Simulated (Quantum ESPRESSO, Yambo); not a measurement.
An input for Quantum ESPRESSO 7.5 (BaTiO3 (P4mm)):

```
&control
  calculation = 'bands'
  prefix = 'x'
  outdir = 'o'
  pseudo_dir = 'pseudo'
/
&system
  ibrav = 0
  nat = 5
  ntyp = 3
  ecutwfc = 76.0
  nbnd = 52
  force_symmorphic = .true.
  noncolin = .true.
  lspinorb = .true.
/
&electrons
  conv_thr = 1e-9
  electron_maxstep = 80
  diago_full_acc = .true.
  diago_thr_init = 5e-6
/
ATOMIC_SPECIES
  Ba 137.33 Ba.upf
  Ti 47.867 Ti.upf
  O 15.999 O.upf
CELL_PARAMETERS angstrom
  3.9998000000 0.0000000000 0.0000000000
  0.0000000000 3.9998000000 0.0000000000
  0.0000000000 0.0000000000 4.0180000000
ATOMIC_POSITIONS crystal
  Ba 0.0000000000 0.0000000000 0.0000000000
  Ti 0.5000000000 0.5000000000 0.4900000000
  O 0.5000000000 0.5000000000 0.0190000000
  O 0.5000000000 0.0000000000 0.5170000000
  O 0.0000000000 0.5000000000 0.5170000000
K_POINTS crystal
  75
  0.00000000 0.00000000 0.00000000 1
  0.00000000 0.06250000 0.00000000 1
  0.00000000 0.12500000 0.00000000 1
  0.00000000 0.18750000 0.00000000 1
  0.00000000 0.25000000 0.00000000 1
  0.00000000 0.31250000 0.00000000 1
  0.00000000 0.37500000 0.00000000 1
  0.00000000 0.43750000 0.00000000 1
  0.00000000 0.50000000 0.00000000 1
  0.06250000 0.50000000 0.00000000 1
  0.12500000 0.50000000 0.00000000 1
  0.18750000 0.50000000 0.00000000 1
  0.25000000 0.50000000 0.00000000 1
  0.31250000 0.50000000 0.00000000 1
  0.37500000 0.50000000 0.00000000 1
  0.43750000 0.50000000 0.00000000 1
  0.50000000 0.50000000 0.00000000 1
  0.43750000 0.43750000 0.00000000 1
  0.37500000 0.37500000 0.00000000 1
  0.31250000 0.31250000 0.00000000 1
  0.25000000 0.25000000 0.00000000 1
  0.18750000 0.18750000 0.00000000 1
  0.12500000 0.12500000 0.00000000 1
  0.06250000 0.06250000 0.00000000 1
  0.00000000 0.00000000 0.00000000 1
  0.00000000 0.00000000 0.06250000 1
  0.00000000 0.00000000 0.12500000 1
  0.00000000 0.00000000 0.18750000 1
  0.00000000 0.00000000 0.25000000 1
  0.00000000 0.00000000 0.31250000 1
  0.00000000 0.00000000 0.37500000 1
  0.00000000 0.00000000 0.43750000 1
  0.00000000 0.00000000 0.50000000 1
  0.00000000 0.06250000 0.50000000 1
  0.00000000 0.12500000 0.50000000 1
  0.00000000 0.18750000 0.50000000 1
  0.00000000 0.25000000 0.50000000 1
  0.00000000 0.31250000 0.50000000 1
  0.00000000 0.37500000 0.50000000 1
  0.00000000 0.43750000 0.50000000 1
  0.00000000 0.50000000 0.50000000 1
  0.06250000 0.50000000 0.50000000 1
  0.12500000 0.50000000 0.50000000 1
  0.18750000 0.50000000 0.50000000 1
  0.25000000 0.50000000 0.50000000 1
  0.31250000 0.50000000 0.50000000 1
  0.37500000 0.50000000 0.50000000 1
  0.43750000 0.50000000 0.50000000 1
  0.50000000 0.50000000 0.50000000 1
  0.43750000 0.43750000 0.50000000 1
  0.37500000 0.37500000 0.50000000 1
  0.31250000 0.31250000 0.50000000 1
  0.25000000 0.25000000 0.50000000 1
  0.18750000 0.18750000 0.50000000 1
  0.12500000 0.12500000 0.50000000 1
  0.06250000 0.06250000 0.50000000 1
  0.00000000 0.00000000 0.50000000 1
  0.00000000 0.50000000 0.00000000 1
  0.00000000 0.50000000 0.06250000 1
  0.00000000 0.50000000 0.12500000 1
  0.00000000 0.50000000 0.18750000 1
  0.00000000 0.50000000 0.25000000 1
  0.00000000 0.50000000 0.31250000 1
  0.00000000 0.50000000 0.37500000 1
  0.00000000 0.50000000 0.43750000 1
  0.00000000 0.50000000 0.50000000 1
  0.50000000 0.50000000 0.00000000 1
  0.50000000 0.50000000 0.06250000 1
  0.50000000 0.50000000 0.12500000 1
  0.50000000 0.50000000 0.18750000 1
  0.50000000 0.50000000 0.25000000 1
  0.50000000 0.50000000 0.31250000 1
  0.50000000 0.50000000 0.37500000 1
  0.50000000 0.50000000 0.43750000 1
  0.50000000 0.50000000 0.50000000 1
```

The database entry behind the starting cell differs from later determinations by our own check (c/a about 0.6 % short), so it need not match the best structure at ambient conditions.

```sh
OMP_NUM_THREADS=1 mpirun -n 4 pw.x -nk 4 -in pw.in > pw.out
```

Q: Estimate wall time and host memory on 4 MPI ranks of Arm Neoverse V1, shared host.

It took 63 s; on shared hardware allow 31 s to 2.1 min. Peak host memory was 0.45 GiB.

[Paths, hosts, dates, memory and timing lines, banners, echoed tables and standing remarks are left out of the program output.]

[Logs are printed without paths, hosts, clocks, repeated set-up lines and the standing remarks that a program may print on its own settings, such as how far it seeks lower states.]

[Runs of the session that timed out or met a known fault of the program may be left out.]

[Hosts, paths, dates, database ids (printed as entryN), source tags and the programs' standing remarks are cut or masked in the printed files.]
